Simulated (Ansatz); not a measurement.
## LaGaO3 (Pm-3m): following an unstable mode

Which phase does LaGaO3 (Pm-3m) fall into along its unstable mode, and how much energy does it gain?

Calculated with Ansatz 0.2.0; DFT PBEsol, scalar-relativistic, plane waves, PAW; PAW set soft_1.

## Step 1: Starting point

The structure is cubic, space group Pm-3m (No. 221). Conventional cell: a = 3.865 Å, b = 3.865 Å, c = 3.865 Å, α = 90.00°, β = 90.00°, γ = 90.00°. Nearest to La lie 12 O at 2.73 Å. Nearest to Ga lie 6 O at 1.93 Å. Nearest to O lie 2 Ga at 1.93 Å and 4 La at 2.73 Å. Farther neighbours and most contacts between anions are not listed.

Coordinates:

```cif
data_structure
_symmetry_space_group_name_H-M 'Pm-3m'
_symmetry_Int_Tables_number 221
_cell_length_a 3.8650
_cell_length_b 3.8650
_cell_length_c 3.8650
_cell_angle_alpha 90.000
_cell_angle_beta 90.000
_cell_angle_gamma 90.000
_cell_volume 57.74
loop_
_atom_site_label
_atom_site_type_symbol
_atom_site_symmetry_multiplicity
_atom_site_Wyckoff_symbol
_atom_site_fract_x
_atom_site_fract_y
_atom_site_fract_z
_atom_site_occupancy
La1 La 1 b 0.50000 0.50000 0.50000 1
Ga1 Ga 1 a 0.00000 0.00000 0.00000 1
O1 O 3 d 0.00000 0.50000 0.00000 1
```

## Step 2: Response at finite wavevector

The cell comes from relaxations at this level that are not shown. Stability and thermal properties need the whole zone. Linear response on a 4×4×4 q mesh gives force constants as far as a supercell of that size would, and the tensors from the zone-centre run are typed in so that the long-range dipole term is interpolated apart.

input.yaml

```yaml
crystal:
  lattice:
    - [3.8649841263, 0.0, 0.0]
    - [0.0, 3.8649841263, 0.0]
    - [0.0, 0.0, 3.8649841263]
  atoms:
    - { symbol: La, position: [0.5, 0.5, 0.5] }
    - { symbol: Ga, position: [0.0, 0.0, 0.0] }
    - { symbol: O, position: [0.0, 0.5, 0.0] }
    - { symbol: O, position: [0.0, 0.0, 0.5] }
    - { symbol: O, position: [0.5, 0.0, 0.0] }
kpoints:
  mp_grid: { grid: [8, 8, 8] }
hamiltonian:
  xc: pbesol
  pseudopotentials: { kind: paw, azcp: { folder: soft_1 }, xc_functional: pbe }
scf:
  occupations: { method: fixed }
output:
  eigenvalues: true
phonons:
  method: dfpt
  qmesh: [4, 4, 4]
  temperatures: { t_max: 1000, t_step: 50 }
  qpath:
    path:
      - [[0.0, 0.0, 0.0], [0.0, 0.5, 0.0], [0.5, 0.5, 0.0], [0.0, 0.0, 0.0], [0.5, 0.5, 0.5], [0.0, 0.5, 0.0]]
      - [[0.5, 0.5, 0.5], [0.5, 0.5, 0.0]]
    npoints: 10
  non_analytic_term:
    high_frequency_dielectric_tensor: [[5.2665, 0.0, 0.0], [0.0, 5.2665, 0.0], [0.0, 0.0, 5.2665]]
    born_effective_charges:
      - { species: La, tensor: [[4.4818, 0.0, 0.0], [0.0, 4.4818, 0.0], [0.0, 0.0, 4.4818]] }
      - { species: Ga, tensor: [[3.224, 0.0, 0.0], [0.0, 3.224, 0.0], [0.0, 0.0, 3.224]] }
      - { species: O, tensor: [[-2.4474, 0.0, 0.0], [0.0, -2.8111, 0.0], [0.0, 0.0, -2.4474]] }
      - { species: O, tensor: [[-2.4474, 0.0, 0.0], [0.0, -2.4474, 0.0], [0.0, 0.0, -2.8111]] }
      - { species: O, tensor: [[-2.8111, 0.0, 0.0], [0.0, -2.4474, 0.0], [0.0, 0.0, -2.4474]] }
    source: "zone-centre run at this cell"
```

Command:

```console
ansatz run input.yaml --threads 4 --pin off --max-ram 10240MiB --backend cpu --events-out ev --progress --plain --runs-dir out
```

Numbers of over 12 decimals in the logs are rounded to 6 here.

Output:

```text
Engine: ansatz 0.2.0, aarch64-unknown-linux-gnu
Pseudopotentials: kind: paw
Pseudopotential: La, paw, valence charge 11, recommended cutoff 420 eV (normal), soft_1/La.paw.azcp
Pseudopotential: Ga, paw, valence charge 13, recommended cutoff 420 eV (normal), soft_1/Ga.paw.azcp
Pseudopotential: O, paw, valence charge 6, recommended cutoff 420 eV (normal), soft_1/O.paw.azcp
Functional definition: PBEsol
  exchange = pbesol_x
  correlation = pbesol_c
Crystal: 5 atoms, lattice volume = 57.736 Å³
Basis set: ecut = 420 eV, 1141 PW (Γ), exchange–correlation on 54×54×54 points (8 copies of the dense FFT grid, shifted against one another)
Bands: 26, of which v1, the nominal top of the filled ones, is band 21 counted from 1 (20 counted from 0)
Symmetry: 48 space group operations
k-points: 35 of 512
Non-local potential: La, projectors of the file, l = 0: 3, l = 1: 2, l = 2: 2, l = 3: 3
Non-local potential: Ga, projectors of the file, l = 0: 2, l = 1: 2, l = 2: 3, l = 3: 1
Non-local potential: O, projectors of the file, l = 0: 2, l = 1: 2, l = 2: 1
PAW form: soft (Blöchl's): semilocal exchange-correlation on the pseudo side does not see the compensation charge
PAW frozen core: La, regenerated for the run's functional, and the local potential with it (the file was generated under x = pbe(κ = 0.804, μ = 0.219515), c = pbe(β = 0.066725))
PAW frozen core: Ga, regenerated for the run's functional, and the local potential with it (the file was generated under x = pbe(κ = 0.804, μ = 0.219515), c = pbe(β = 0.066725))
PAW frozen core: O, regenerated for the run's functional, and the local potential with it (the file was generated under x = pbe(κ = 0.804, μ = 0.219515), c = pbe(β = 0.066725))
PAW one-centre angular grid: La, 590 points (default); XC on 64 Gauss nodes
PAW one-centre angular grid: Ga, 590 points (default); XC on 64 Gauss nodes
PAW one-centre angular grid: O, 110 points (default); XC on 64 Gauss nodes
Initial density: superposition of atomic densities (chi_scale 0.1, normalization cell, long waves kept (reshape's long-wave potential 0.00 eV rms))
Initial wavefunctions: pseudopotential atomic-orbital guess
Functional: x = pbesol(κ = 0.804, μ = 0.123457), c = pbesol(β = 0.046)
SCF iter   1: F=—  HF=-11593.449494 eV  |F-HF|=—  |Δ(HF+E_count)|=         —  Δρ=7.83e-2  dr2=1.91e0  ethr=3.10e-3  ⟨swp⟩=3.0  Hψ=3402  notcnv=0  defer=19
preconditioner: auto → Resta (q_TF=auto, 2.587 Å⁻¹)  ε∞=7.9  [insulator: Δε(μ)=2.392 eV  Ē_g=11.728 eV  n_scr=18 (ndim 8)  ℏωp=30.9 eV  f_vac=0.000  ε∞_Penn≈7.9]
SCF iter   2: F=—  HF=-11593.191132 eV  |F-HF|=—  |Δ(HF+E_count)|=   2.58e-1  Δρ=3.68e-2  dr2=3.99e-1  ethr=3.10e-3  ⟨swp⟩=3.7  Hψ=2134  notcnv=0  defer=47
SCF iter   3: F=—  HF=-11593.153842 eV  |F-HF|=—  |Δ(HF+E_count)|=   3.73e-2  Δρ=1.74e-2  dr2=9.58e-2  ethr=9.51e-4  ⟨swp⟩=2.0  Hψ=1742  notcnv=0  defer=25
SCF iter   4: F=—  HF=-11593.135170 eV  |F-HF|=—  |Δ(HF+E_count)|=   1.87e-2  Δρ=2.76e-3  dr2=3.14e-3  ethr=2.28e-4  ⟨swp⟩=2.4  Hψ=1707  notcnv=0  defer=74
SCF iter   5: F=—  HF=-11593.136619 eV  |F-HF|=—  |Δ(HF+E_count)|=   1.45e-3  Δρ=8.26e-4  dr2=2.89e-4  ethr=7.48e-6  ⟨swp⟩=2.2  Hψ=1716  notcnv=0  defer=103
SCF iter   6: F=—  HF=-11593.136531 eV  |F-HF|=—  |Δ(HF+E_count)|=   8.77e-5  Δρ=5.01e-4  dr2=8.73e-5  ethr=6.87e-7  ⟨swp⟩=2.0  Hψ=1638  notcnv=0  defer=103
SCF iter   7: F=—  HF=-11593.136470 eV  |F-HF|=—  |Δ(HF+E_count)|=   6.05e-5  Δρ=9.61e-5  dr2=3.81e-6  ethr=2.08e-7  ⟨swp⟩=2.0  Hψ=1491  notcnv=0  defer=104
SCF iter   8: F=—  HF=-11593.136478 eV  |F-HF|=—  |Δ(HF+E_count)|=   7.88e-6  Δρ=2.00e-5  dr2=2.57e-7  ethr=9.08e-9  ⟨swp⟩=2.0  Hψ=1575  notcnv=0  defer=93
SCF iter   9: F=—  HF=-11593.136478 eV  |F-HF|=—  |Δ(HF+E_count)|=   6.68e-8  Δρ=4.01e-6  dr2=7.09e-9  ethr=6.12e-10  ⟨swp⟩=2.1  Hψ=1482  notcnv=0  defer=70
SCF iter  10: F=—  HF=-11593.136478 eV  |F-HF|=—  |Δ(HF+E_count)|=   1.99e-9  Δρ=5.14e-7  dr2=1.58e-10  ethr=1.69e-11  ⟨swp⟩=2.0  Hψ=1587  notcnv=0  defer=64
SCF iter  11: F=—  HF=-11593.136478 eV  |F-HF|=—  |Δ(HF+E_count)|=  2.18e-11  Δρ=1.25e-7  dr2=1.03e-11  ethr=1.00e-12  ⟨swp⟩=2.4  Hψ=1623  notcnv=0  defer=65
SCF iter  12: F=-11593.136478 eV  HF=-11593.136478 eV  |F-HF|=3.64e-12  |Δ(HF+E_count)|=  7.28e-12  Δρ=4.33e-8  dr2=1.06e-12  ethr=1.00e-12  ⟨swp⟩=10.4  Hψ=5066  notcnv=0
SCF 1 converged in 12 iterations: F = -11593.136478 eV  dr2 = 1.06e-12
  greatest PAW one-centre occupation: 0.998 electrons in one spin orbital (limit 2), on the Ga atom at site 1 (counted from 0), in its partial waves of l = 2
NSCF: frozen V_eff on 35 k-points
NSCF: frozen V_eff on 125 k-points
DFPT response loops at q = (0, 0, 0) (fractional): preconditioner auto → none (the input reference at scf.mixing.eps_inf says where Resta's filter doesn't serve); β = 0.50; Broyden in place of MSR1
NSCF: frozen V_eff on 400 k-points
DFPT response loops at q = (0, 0, 0.25) (fractional): preconditioner auto → Resta (q_TF=auto, 2.587 Å⁻¹)  ε∞=4.2 (no band partly filled); β = 1.00, the filter's whole step (`scf.mixing.beta` (0.50) is not read by the response loops at its default; to damp them type it under 1.00, their step now; it binds the ground state too); Broyden in place of MSR1
NSCF: frozen V_eff on 250 k-points
DFPT response loops at q = (0, 0, -0.5) (fractional): mixed as the last ones told, above
NSCF: frozen V_eff on 640 k-points
DFPT response loops at q = (0, 0.25, 0.25) (fractional): mixed as the last ones told, above
NSCF: frozen V_eff on 400 k-points
DFPT response loops at q = (0, 0.25, -0.5) (fractional): mixed as the last ones told, above
NSCF: frozen V_eff on 250 k-points
DFPT response loops at q = (0, -0.5, -0.5) (fractional): mixed as the last ones told, above
NSCF: frozen V_eff on 1024 k-points
DFPT response loops at q = (0.25, 0.25, 0.25) (fractional): preconditioner auto → none (the input reference at scf.mixing.eps_inf says where Resta's filter doesn't serve); β = 0.50; Broyden in place of MSR1
NSCF: frozen V_eff on 640 k-points
DFPT response loops at q = (0.25, 0.25, -0.5) (fractional): preconditioner auto → Resta (q_TF=auto, 2.587 Å⁻¹)  ε∞=4.2 (no band partly filled); β = 1.00, the filter's whole step (`scf.mixing.beta` (0.50) is not read by the response loops at its default; to damp them type it under 1.00, their step now; it binds the ground state too); Broyden in place of MSR1
NSCF: frozen V_eff on 400 k-points
DFPT response loops at q = (0.25, -0.5, -0.5) (fractional): mixed as the last ones told, above
NSCF: frozen V_eff on 250 k-points
DFPT response loops at q = (-0.5, -0.5, -0.5) (fractional): preconditioner auto → none (the input reference at scf.mixing.eps_inf says where Resta's filter doesn't serve); β = 0.50; Broyden in place of MSR1
SCF converged after 12 iterations
Free energy (F): -11593.136478 eV
Harris-Foulkes:  -11593.136478 eV  (|F-HF|=3.64e-12)
Internal energy: -11593.136478 eV  (E = F + TS)
E sigma→0 (E₀):  -11593.136478 eV
Fermi energy:    11.551969 eV
--- Per-component energies (eV) ---
  E_band       = 75.637912
  E_kinetic    = 805.871031
  E_local      = -2418.787293  (includes V_loc(G=0)·N_el)
  E_nonlocal   = 162.280108
  E_hartree    = 1316.424277
  E_xc         = -418.033401
  E_vxc        = -475.073185  (∫ρ·V_xc dr)
  E_paw        = -7763.448487  (= ΣΔE_a)
  E_vpaw       = -631.503499  (= ΣTr[D̂ρ^β])
  E_aug_tail   = 0.002240  (compensation charges beyond the density's cutoff)
  E_ewald      = -3278.582831
  E_core_change = 1.137879  (= ΣΔE_core)
  E_smearing   = -0.000000  (= −TS)
  E_closure    = 0.000000  (closes the sum)
  Σ components = -11593.136478   (vs F -11593.136478, Δ=0.00e0)
--- Band table (eV; the first three rows and the last of 35) ---
  k-point 0: bands = [... 17 lower, 10.2006, 11.3217, 11.3217, 11.3217, 14.8989, 14.8989, 15.4525, 15.8440, ... 1 higher]
  k-point 1: bands = [... 17 lower, 10.1258, 10.9758, 11.2346, 11.2346, 15.0955, 15.1761, 15.8277, 15.9284, ... 1 higher]
  k-point 2: bands = [... 17 lower, 10.0230, 10.2329, 10.9980, 10.9980, 15.4207, 15.6290, 15.7916, 15.9779, ... 1 higher]
  k-point 34: bands = [... 17 lower, 11.5392, 11.5520, 11.5520, 11.5520, 15.7311, 15.7311, 15.7311, 15.9396, ... 1 higher]
--- Phonons (Γ-DFPT): 4 representative perturbations + reference (Σ response iterations 14) ---
  ASR residual: 3.761e-5 → 0.000e0 eV/Å²; symmetrization residual: 7.303e-7 eV/Å²
  ASR residual per site (eV/Å²): 1.02e-5 3.73e-5 3.76e-5 3.76e-5 3.76e-5
  Γ frequencies (cm⁻¹): 0.00 0.00 0.00 66.92 66.92 66.92 175.46 175.46 175.46 250.66 250.66 250.66 653.69 653.69 653.69
--- Phonons (arbitrary-q DFPT): 10 irreducible q on the 4×4×4 mesh ---
  q = [0.0000, 0.0000, 0.0000] (star 1, of the zone-centre solve; hermiticity 6.68e-8, symmetrization 1.36e-12): -0.00 -0.00 0.00 66.92 66.92 66.92 175.46 175.46 175.46 250.66 250.66 250.66 653.69 653.69 653.69
  q = [0.0000, 0.0000, 0.2500] (star 6, 9 solved perturbations in 1560 linear systems a pass and spin channel, the states on 200 of 512 k-point pairs; hermiticity 9.94e-8, symmetrization 1.20e-12): 49.54 49.54 111.04 111.04 128.52 205.33 205.33 218.20 223.01 251.68 251.68 452.27 653.53 653.53 703.39
  q = [0.0000, 0.0000, -0.5000] (star 3, 9 solved perturbations in 975 linear systems a pass and spin channel, the states on 125 of 512 k-point pairs; hermiticity 1.26e-7, symmetrization 1.04e-12): 57.32 57.32 142.01 142.01 179.59 235.53 235.53 250.35 250.35 250.61 263.19 455.74 653.39 653.39 690.84
  q = [0.0000, 0.2500, 0.2500] (star 12, 9 solved perturbations in 2460 linear systems a pass and spin channel, the states on 320 of 512 k-point pairs; hermiticity 5.73e-8, symmetrization 4.30e-14): 45.58 56.13 71.60 121.18 150.99 174.02 215.19 227.76 255.15 287.63 300.60 448.98 590.43 653.24 736.06
  q = [0.0000, 0.2500, -0.5000] (star 12, 15 solved perturbations on 200 of 512 k-point pairs; hermiticity 8.76e-8, symmetrization 7.28e-14): -54.47 59.30 78.26 120.58 177.36 190.31 248.39 252.20 257.14 310.66 328.73 446.03 558.22 652.93 739.65
  q = [0.0000, -0.5000, -0.5000] (star 3, 9 solved perturbations in 975 linear systems a pass and spin channel, the states on 125 of 512 k-point pairs; hermiticity 4.97e-8, symmetrization 1.34e-13): -174.98 59.63 73.22 73.22 200.64 232.33 232.33 267.54 267.54 352.75 352.75 438.10 491.05 652.44 752.24
  q = [0.2500, 0.2500, 0.2500] (star 8, 4 solved perturbations in 1376 linear systems a pass and spin channel, the states on 512 of 512 k-point pairs; hermiticity 4.45e-8, symmetrization 3.12e-13): -53.88 60.44 60.44 86.49 86.49 110.37 246.83 266.40 266.40 322.54 322.54 437.49 588.41 588.41 762.10
  q = [0.2500, 0.2500, -0.5000] (star 12, 9 solved perturbations in 2460 linear systems a pass and spin channel, the states on 320 of 512 k-point pairs; hermiticity 6.49e-8, symmetrization 2.23e-13): -113.68 22.59 68.03 79.07 106.41 108.44 254.61 267.84 308.01 339.70 344.97 426.81 541.39 586.31 768.94
  q = [0.2500, -0.5000, -0.5000] (star 6, 9 solved perturbations in 1560 linear systems a pass and spin channel, the states on 200 of 512 k-point pairs; hermiticity 8.00e-8, symmetrization 1.71e-13): -194.53 -89.60 -89.60 81.51 101.39 101.39 260.84 309.33 309.33 362.20 362.20 408.64 488.49 566.31 779.26
  q = [-0.5000, -0.5000, -0.5000] (star 1, 4 solved perturbations in 350 linear systems a pass and spin channel, the states on 125 of 512 k-point pairs; hermiticity 2.97e-8, symmetrization 2.80e-13): -212.99 -212.99 -212.99 94.43 94.43 94.43 311.92 311.92 311.92 373.91 373.91 373.91 485.80 485.80 789.62
  sum rule: each row above includes the acoustic sum rule's correction from the zone centre's row sums; it moved no ω² by more than (0.80 cm⁻¹)²
  mesh force constants: q→R imaginary residual 1.63e-18; ASR residual 3.761e-5 → 0.000e0 eV/Å²; symmetrization residual 2.132e-14 eV/Å²
  interpolated dispersion: 63 rows × 15 modes
  density of states and harmonic sums: on the 16×16×16 q-mesh, interpolated from the force constants of a 4×4×4 supercell (with the dipole–dipole term of supplied tensors)
  largest difference from the sums on the solved wave vectors: F 2.43e-2 eV, S 2.63e-5 and C_V 1.05e-5 eV/K
  zero-point energy: 0.267392 eV/cell   skipped modes (ω ≤ 0): 153, of them read as no rigid motion or as one in doubt: 150 (8.779e-1 modes/cell left out, lowest -212.99 cm⁻¹)   left out of the sums: 5.86e-2 of the cell's modes: C_V's classical limit lies that fraction below 3 k_B per atom; for a crystal, a wire or a layer, F and S can be off by more, and a phonons.interpolated_qmesh denser along its periods is the remedy for the sampling
```

Elapsed: 13 min, on 4 threads of Arm Neoverse V1, shared host; peak memory 2.3 GiB; 50 min of CPU time.

This step gave:

- gap on the k-mesh: 3.347 eV
- volume per atom: 11.55 Å³
- sum-rule residual before enforcement: 3.76e-5 eV/Å²
- lowest frequency on the path: -213.0 cm⁻¹
- point group: m-3m
- highest frequency on the path or at a solved wavevector: 789.6 cm⁻¹
- highest optical mode at the zone centre (no LO-TO term): 653.7 cm⁻¹
- lowest optical zone-centre mode: 66.92 cm⁻¹
- lowest mode on the q mesh (acoustic modes at Γ apart): -213.0 cm⁻¹

Frequencies (cm⁻¹) solved at each irreducible wavevector; negative means imaginary. Frequencies by wavevector, by row:

```csv
q in reciprocal lattice units,star,mode 1,mode 2,mode 3,mode 4,mode 13,mode 14,mode 15
0 0 0,1,0,0,0,66.9,653.7,653.7,653.7
0 0 0.25,6,49.5,49.5,111,111,653.5,653.5,703.4
0 0 -0.5,3,57.3,57.3,142,142,653.4,653.4,690.8
0 0.25 0.25,12,45.6,56.1,71.6,121.2,590.4,653.2,736.1
0 0.25 -0.5,12,-54.5,59.3,78.3,120.6,558.2,652.9,739.6
0 -0.5 -0.5,3,-175,59.6,73.2,73.2,491.1,652.4,752.2
0.25 0.25 0.25,8,-53.9,60.4,60.4,86.5,588.4,588.4,762.1
0.25 0.25 -0.5,12,-113.7,22.6,68,79.1,541.4,586.3,768.9
0.25 -0.5 -0.5,6,-194.5,-89.6,-89.6,81.5,488.5,566.3,779.3
-0.5 -0.5 -0.5,1,-213,-213,-213,94.4,485.8,485.8,789.6
```

Interpolated from a 4×4×4 q mesh, with the LO-TO term (at Γ the limit along the path; where Γ stands inside the path, tables give the limit on arrival). Phonon branches along the path, in cm⁻¹:

```csv
point,branch 1,branch 2,branch 3,branch 4,branch 12,branch 13,branch 14,branch 15
Γ,0,0,0,67,451,654,654,713
halfway,50,50,111,111,452,654,654,703
X,57,57,142,142,456,653,653,691
halfway,-54,59,78,121,446,558,653,740
M,-175,60,73,73,438,491,652,752
halfway,46,56,72,121,449,590,653,736
Γ,0,0,0,67,451,654,654,713
halfway,-54,60,60,86,438,588,588,762
R,-213,-213,-213,94,374,486,486,790
halfway,-114,23,68,79,427,541,586,769
X,57,57,142,142,456,653,653,691
jump to R,-213,-213,-213,94,374,486,486,790
halfway,-194,-90,-90,82,409,488,566,779
M,-175,60,73,73,438,491,652,752
```

Symmetry leaves 10 wavevectors to solve. The lowest mode among them, the acoustic zeros apart, lies at q = (-0.5, -0.5, -0.5) and is imaginary, 213.0i cm⁻¹, so the energy falls along it.

## Step 3: The mode frozen in, largest atomic shift 0 Å

The mode followed lies at q = (-0.5, -0.5, -0.5) with frequency 213.0i cm⁻¹ and is 3-fold degenerate, the softest among the wavevectors solved. At small amplitude the distorted cell has space group no. 74 by a symmetry search on the positions. The undistorted cell that holds it gives the zero of energy on the same k mesh.

System of this step: LaGaO3. Symmetry: Pm-3m, No. 221, cubic system. The conventional cell has a = 3.865 Å, b = 3.865 Å, c = 3.865 Å, α = 90.00°, β = 90.00°, γ = 90.00°. Nearest to La lie 12 O at 2.73 Å. Ga has 6 O at 1.93 Å nearest. Nearest to O lie 2 Ga at 1.93 Å and 4 La at 2.73 Å. Farther neighbours and most contacts between anions are not listed.

input.yaml

```yaml
crystal:
  lattice:
    - [3.8649841263, 3.8649841263, 0.0]
    - [3.8649841263, 0.0, 3.8649841263]
    - [3.8649841263, 0.0, -3.8649841263]
  atoms:
    - { symbol: La, position: [0.5, 0.25, 0.75] }
    - { symbol: La, position: [0.5, 0.75, 0.25] }
    - { symbol: Ga, position: [0.0, 0.0, 0.0] }
    - { symbol: Ga, position: [0.0, 0.5, 0.5] }
    - { symbol: O, position: [0.5, 0.75, 0.75] }
    - { symbol: O, position: [0.5, 0.25, 0.25] }
    - { symbol: O, position: [0.0, 0.25, 0.75] }
    - { symbol: O, position: [0.0, 0.75, 0.25] }
    - { symbol: O, position: [0.0, 0.25, 0.25] }
    - { symbol: O, position: [0.0, 0.75, 0.75] }
kpoints:
  mp_grid: { grid: [6, 6, 6] }
hamiltonian:
  xc: pbesol
  pseudopotentials: { kind: paw, azcp: { folder: soft_1 }, xc_functional: pbe }
scf:
  occupations: { method: gaussian, width: 0.02 }
output:
  forces: true
  stress: true
  eigenvalues: true
```

Output:

```text
[...]
Crystal: 10 atoms, lattice volume = 115.471 Å³
Basis set: ecut = 420 eV, 2229 PW (Γ), exchange–correlation on 80×80×80 points (8 copies of the dense FFT grid, shifted against one another)
Bands: 52, of which v1, the nominal top of the filled ones, is band 42 counted from 1 (41 counted from 0)
Symmetry: 96 space group operations
[...]
k-points: 16 of 216
[...]
k-point 0: bands = [... 38 lower, 11.5392, 11.5520, 11.5520, 11.5520, 14.8989, 14.8989, 15.4524, 15.7310, ... 6 higher]
  k-point 1: bands = [... 38 lower, 11.3050, 11.4491, 11.4737, 11.4737, 15.1862, 15.1862, 15.7147, 15.7147, ... 6 higher]
  k-point 2: bands = [... 38 lower, 11.2747, 11.2747, 11.3438, 11.3438, 15.5320, 15.5320, 15.6840, 15.6840, ... 6 higher]
  k-point 15: bands = [... 38 lower, 10.6672, 10.6832, 11.2173, 11.2663, 15.5917, 15.5989, 15.6653, 15.7757, ... 6 higher]
[key lines of the parts left out:]
SCF converged after 9 iterations
Free energy (F): -23186.272722 eV
Fermi energy:    13.225458 eV
P = ⅓ Tr σ = -0.0015 GPa (-0.015 kbar)
```

The job ended after 2.4 s (4 threads; peak memory 0.53 GiB).

This step gave:

```
pressure                         : -0.001541 GPa
energy from the undistorted cell : 0 meV/atom
```

At this level the gap is 3.35 eV on the k-mesh of the self-consistent run, which can miss the band edges.

(Continued in part 2 of 3.)

[Logs are printed without paths, hosts, clocks, repeated set-up lines and the standing remarks that a program may print on its own settings, such as how far it seeks lower states.]

[Hosts, paths, dates, database ids (printed as entryN), source tags and the programs' standing remarks are cut or masked in the printed files.]
